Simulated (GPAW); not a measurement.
# The basis that the transmission of a Si chain with a Sn atom on top of one atom needs, part 2 of 2

Wanted: the zero-bias transmission of a Si chain with a Sn atom on top of one atom on a ladder of levels, with run times.

GPAW 26.7.0; GPAW LCAO, PAW setups; Landauer transmission from Green's functions with principal layers (ASE), zero bias.

So far, transmission at the Fermi level (one spin): step 2 (double-zeta polarised basis, PBE, GPAW) 2.62; step 3 (basis szp(dzp), PBE, GPAW) 2.66; step 4 (basis sz(dzp), PBE, GPAW) 2.65; step 5 (LDA) 2.63.

## (8) Broadening 0.001: eta = 0.001

The broadening keeps the Green's functions finite; too large a value absorbs electrons where channels are open and leaks them where none are.

This step: GPAW LCAO, PAW setups; Landauer transmission from Green's functions with principal layers (ASE), zero bias (GPAW 26.7.0).

run.py reads:

```python
import json
import numpy as np
from ase import Atoms
from ase.transport.calculators import TransportCalculator
from gpaw import GPAW, FermiDirac
from gpaw.lcao.tools import get_lcao_hamiltonian
from scipy.linalg import eigh

# The junction with lead layers at both ends, along the third cell vector
device = Atoms(
    ['Si', 'Si', 'Si', 'Si', 'Si', 'Si', 'Sn', 'Si', 'Si', 'Si', 'Si', 'Si'],
    positions=[
        [4.50000, 4.50000, 1.10000],
        [4.50000, 4.50000, 3.30000],
        [4.50000, 4.50000, 5.50000],
        [4.50000, 4.50000, 7.70000],
        [4.50000, 4.50000, 9.90000],
        [4.50000, 4.50000, 12.10000],
        [6.86960, 4.50000, 12.10000],
        [4.50000, 4.50000, 14.30000],
        [4.50000, 4.50000, 16.50000],
        [4.50000, 4.50000, 18.70000],
        [4.50000, 4.50000, 20.90000],
        [4.50000, 4.50000, 23.10000]],
    cell=[[9.0, 0.0, 0.0], [0.0, 9.0, 0.0], [0.0, 0.0, 24.2]],
    pbc=True)

# One principal layer of the lead: the first 3 atoms of the device
lead = Atoms(
    ['Si', 'Si', 'Si'],
    positions=[
        [4.50000, 4.50000, 1.10000],
        [4.50000, 4.50000, 3.30000],
        [4.50000, 4.50000, 5.50000]],
    cell=[[9.0, 0.0, 0.0], [0.0, 9.0, 0.0], [0.0, 0.0, 6.6]],
    pbc=True)

settings = dict(mode='lcao', basis='dzp', xc='PBE', h=0.2,
                occupations=FermiDirac(0.1), maxiter=250,
                mixer=dict(beta=0.1, nmaxold=8, weight=100.0),
                convergence=dict(density=0.0001))
energies = np.arange(-2, 2 + 1e-9, 0.05)
eta = 0.001
n1, n2 = 1, 1
# k and -k transmit alike, so half of the mesh across the current serves
mesh = [(i, j) for i in range(n1) for j in range(n2) if (i, j) <= (-i % n1, -j % n2)]
weights = np.array([1 if (i, j) == (-i % n1, -j % n2) else 2 for i, j in mesh]) / (n1 * n2)

# [... helper functions left out ...]
fermi_lead = ground_state(lead, (1, 1, 17), 'lead.txt')
fermi_device = ground_state(device, (1, 1, 3), 'device.txt')
# [... loop over the mesh left out, but for ...]
        # Shift the lead onto the potential of the device's first layer
        shift = ((H[:, 0, 0] - H0[:, 0, 0]) / S0[0, 0]).real.mean()
# [...]
kT = 8.617333e-5 * 300
bias = [0.1, 0.2, 0.5, 1.0, 1.5, 2.0]
# [... integrals and printing left out ...]
```

Run with:

```console
OMP_NUM_THREADS=1 OPENBLAS_NUM_THREADS=1 python run.py
```

Wall time 57 s (1 thread of Arm Neoverse N1, shared host); peak memory 0.82 GiB.

This step gave:

* conductance: 2.602 G₀
* largest coupling past the next principal layer: 5.06e-5 eV
* largest misfit of the first principal layer: 0.02129 eV
* shift that aligns the lead: -0.01798 eV
* transmission at the Fermi level (one spin): 2.603

One spin. Table of transmission, zone mean by energy, zero at the Fermi level:

```
energy (eV)  transmission, zone mean
      -2.00                   2.2e-9
      -1.90                   2.7e-9
      -1.80                   5.7e-8
      -1.70                   7.1e-9
      -1.55                   1.8e-7
      -1.45                   3.6e-7
      -1.35                    0.603
      -1.25                     1.24
      -1.15                     1.49
      -1.10                     1.58
      -1.05                     1.31
      -0.90                     1.98
      -0.80                     2.21
      -0.70                     2.34
      -0.60                     2.42
      -0.50                     2.48
      -0.40                     2.53
      -0.25                     2.58
      -0.15                     2.59
      -0.05                     2.60
       0.00                     2.60
       0.05                     2.60
       0.15                     2.59
       0.25                     2.58
       0.40                     2.54
       0.50                     2.51
       0.60                     2.47
       0.70                     2.43
       0.80                     2.36
       0.90                     2.29
       1.05                     2.11
       1.15                     1.95
       1.25                     1.75
       1.35                     1.59
       1.45                     1.61
       1.55                     1.81
       1.70                     2.09
       1.80                     2.18
       1.90                     2.21
       2.00                     2.20
```

Crossings of the lead's bands, unfolded to its shortest repeat. Table of open channels, zone mean by energy, zero at the Fermi level:

energy (eV), open channels, zone mean and a bar:
```
    -2.00       0.00 
    -1.85       0.00 
    -1.70       0.00 
    -1.60       0.00 
    -1.45       0.00 
    -1.30       2.00 ####################
    -1.15       2.00 ####################
    -1.05       2.00 ####################
    -0.90       3.00 ##############################
    -0.75       3.00 ##############################
    -0.60       3.00 ##############################
    -0.50       3.00 ##############################
    -0.35       3.00 ##############################
    -0.20       3.00 ##############################
    -0.05       3.00 ##############################
     0.00       3.00 ##############################
     0.05       3.00 ##############################
     0.20       3.00 ##############################
     0.35       3.00 ##############################
     0.50       3.00 ##############################
     0.60       3.00 ##############################
     0.75       3.00 ##############################
     0.90       3.00 ##############################
     1.05       3.00 ##############################
     1.15       3.00 ##############################
     1.30       3.00 ##############################
     1.45       3.00 ##############################
     1.60       3.00 ##############################
     1.70       3.00 ##############################
     1.85       3.00 ##############################
     2.00       3.00 ##############################
```

Not self-consistent under bias; the bias window is split evenly. Current through one cell, from the zero-bias transmission against bias:

```
bias (V)  current through one cell, from the zero-bias transmission (μA)
   0.100                                                            20.2
   0.200                                                            40.3
   0.500                                                             100
   1.000                                                             199
   1.500                                                             293
   2.000                                                             374
```

Transmission of the three most open eigenchannels against energy, zero at the Fermi level:

```csv
energy (eV),channel 1,channel 2,channel 3
-2.00,1.1e-9,1.1e-9,0
-1.90,1.9e-9,8.6e-10,0
-1.80,5.3e-8,3.2e-9,7.5e-10
-1.70,6.3e-9,6.7e-10,6.5e-11
-1.55,1.8e-7,7.5e-10,3.9e-10
-1.45,3.2e-7,2.5e-8,1.5e-8
-1.35,0.514,0.0894,5.3e-8
-1.25,0.814,0.423,2.0e-7
-1.15,0.926,0.564,1.4e-6
-1.05,0.664,0.649,8.5e-5
-0.90,0.734,0.635,0.610
-0.80,0.787,0.774,0.651
-0.70,0.852,0.806,0.679
-0.60,0.888,0.830,0.702
-0.50,0.910,0.848,0.724
-0.40,0.925,0.861,0.743
-0.25,0.938,0.871,0.766
-0.15,0.944,0.872,0.777
-0.05,0.948,0.869,0.785
0.00,0.950,0.866,0.787
0.05,0.952,0.862,0.788
0.15,0.954,0.852,0.788
0.25,0.956,0.838,0.785
0.40,0.959,0.811,0.774
0.50,0.961,0.788,0.764
0.60,0.963,0.759,0.752
0.70,0.965,0.738,0.723
0.80,0.966,0.722,0.676
0.90,0.968,0.705,0.612
1.05,0.970,0.677,0.467
1.15,0.972,0.655,0.322
1.25,0.973,0.632,0.144
1.35,0.974,0.605,0.00908
1.45,0.975,0.576,0.0611
1.55,0.976,0.542,0.293
1.70,0.977,0.628,0.482
1.80,0.977,0.762,0.436
1.90,0.978,0.844,0.384
2.00,0.978,0.894,0.328
```

The conductance, 2.60 G₀, lies 0.8 % below that of the dzp run.

## (9) Potential alignment off

Without the shift, lead and junction are matched by their Fermi levels alone.

run.py, as its differences from that of step 8:

```diff
@@ -42,3 +42,3 @@
 energies = np.arange(-2, 2 + 1e-9, 0.05)
-eta = 0.001
+eta = 0.0001
 n1, n2 = 1, 1
@@ -52,4 +52,4 @@
 # [... loop over the mesh left out, but for ...]
-        # Shift the lead onto the potential of the device's first layer
-        shift = ((H[:, 0, 0] - H0[:, 0, 0]) / S0[0, 0]).real.mean()
+        # Lead and device are aligned by their Fermi levels alone
+        shift = 0.0
 # [...]
```

It took 57 s on 1 thread; peak memory 0.83 GiB.

Numbers from this step:

* conductance: 2.620 G₀
* largest misfit of the first principal layer: 0.03927 eV
* shift that aligns the lead: 0 eV
* transmission at the Fermi level (one spin): 2.621

One spin. Transmission, zone mean against energy, zero at the Fermi level:

energy (eV), transmission, zone mean and a bar:
```
   -2.000       0.00 
   -1.800       0.00 
   -1.600       0.00 
   -1.400       0.00 
   -1.200       1.43 ################
   -1.100       1.59 ##################
   -1.000       0.70 ########
   -0.800       2.22 #########################
   -0.600       2.46 ############################
   -0.400       2.56 #############################
   -0.200       2.61 ##############################
    0.000       2.62 ##############################
    0.200       2.61 ##############################
    0.400       2.57 #############################
    0.600       2.49 #############################
    0.800       2.38 ###########################
    1.000       2.19 #########################
    1.200       1.86 #####################
    1.400       1.58 ##################
    1.600       1.93 ######################
    1.800       2.19 #########################
    2.000       2.21 #########################
```

Crossings of the lead's bands, unfolded to its shortest repeat. The open channels, zone mean by energy, zero at the Fermi level:

```csv
energy (eV),"open channels, zone mean"
-1.400,0
-1.200,2
-1.000,2
-0.800,3
-0.600,3
-0.400,3
-0.200,3
0.000,3
0.200,3
0.400,3
0.600,3
0.800,3
1.000,3
1.200,3
1.400,3
1.600,3
1.800,3
2.000,3
```

Not self-consistent under bias; the bias window is split evenly. Current through one cell, from the zero-bias transmission against bias:

```csv
bias (V),"current through one cell, from the zero-bias transmission (μA)"
0.100,20.3
0.200,40.6
0.500,101
1.000,201
1.500,296
2.000,376
```

Table of transmission of the three most open eigenchannels by energy, zero at the Fermi level:

```csv
energy (eV),channel 1,channel 2,channel 3
-2.00,1.1e-11,1.1e-11,0
-1.90,1.6e-11,1.1e-11,0
-1.80,2.2e-9,3.0e-11,8.9e-12
-1.70,5.9e-11,7.8e-12,0
-1.55,1.6e-9,6.1e-12,3.7e-12
-1.45,2.3e-9,1.7e-10,1.3e-10
-1.35,2.8e-5,3.3e-6,4.7e-10
-1.25,0.877,0.468,1.7e-9
-1.15,0.960,0.551,1.1e-8
-1.05,0.807,0.639,4.5e-7
-0.90,0.750,0.608,0.572
-0.80,0.797,0.774,0.653
-0.70,0.854,0.827,0.687
-0.60,0.895,0.846,0.716
-0.50,0.920,0.858,0.741
-0.40,0.935,0.866,0.759
-0.25,0.948,0.874,0.778
-0.15,0.953,0.876,0.785
-0.05,0.956,0.875,0.789
0.00,0.958,0.874,0.790
0.05,0.959,0.871,0.790
0.15,0.960,0.863,0.790
0.25,0.962,0.851,0.787
0.40,0.963,0.823,0.779
0.50,0.965,0.798,0.771
0.60,0.966,0.767,0.761
0.70,0.968,0.748,0.728
0.80,0.970,0.733,0.678
0.90,0.972,0.715,0.613
1.05,0.974,0.684,0.467
1.15,0.976,0.661,0.323
1.25,0.977,0.635,0.145
1.35,0.979,0.607,0.00926
1.45,0.980,0.576,0.0627
1.55,0.981,0.541,0.300
1.70,0.982,0.636,0.482
1.80,0.982,0.767,0.437
1.90,0.983,0.848,0.387
2.00,0.983,0.897,0.331
```

The conductance equals that of the dzp run to 0.2 %.

## (10) Outcome

```
conductance                                        : 2.62 G₀
transmission at the Fermi level, mean of the spins : 2.62
thermopower                                        : about 0 (under 1.5 μV/K)
open channels of the lead there                    : 3
```

**Reading.** In the dzp basis the junction conducts 2.62 G₀ at 300 K, with T = 2.62 a spin at the Fermi level; the sz basis reaches that conductance within 10 %. The scatterer reflects about 13 % of the incoming channels at the Fermi level. At the Fermi level the three most open eigenchannels pass 0.96, 0.87 and 0.79. Measured against the first run (dzp), the nearest curve is that of dzp-LDA (r.m.s. 0.13) and the farthest that of szp (0.29). Over the compared runs wall time goes from 30 s (sz) to 56 s (dzp), on a shared host. The geometry was built from estimated bond lengths and not relaxed, so the numbers describe this model structure. Spin-orbit coupling is left out, which matters for the heavy atoms here. An evenly spaced straight chain is an idealisation: free chains tend to dimerise, zigzag or, where a band edge lies near the Fermi level, turn magnetic. The currents use the zero-bias T(E) throughout, which holds only while the bias is small against the distance to the nearest feature. The energy step is wider than the thermal energy, so the conductance and thermopower rest on interpolation of T(E).

[Logs are printed without paths, hosts, clocks, repeated set-up lines and the standing remarks that a program may print on its own settings, such as how far it seeks lower states.]

[Hosts, paths, dates, database ids (printed as entryN), source tags and the programs' standing remarks are cut or masked in the printed files.]
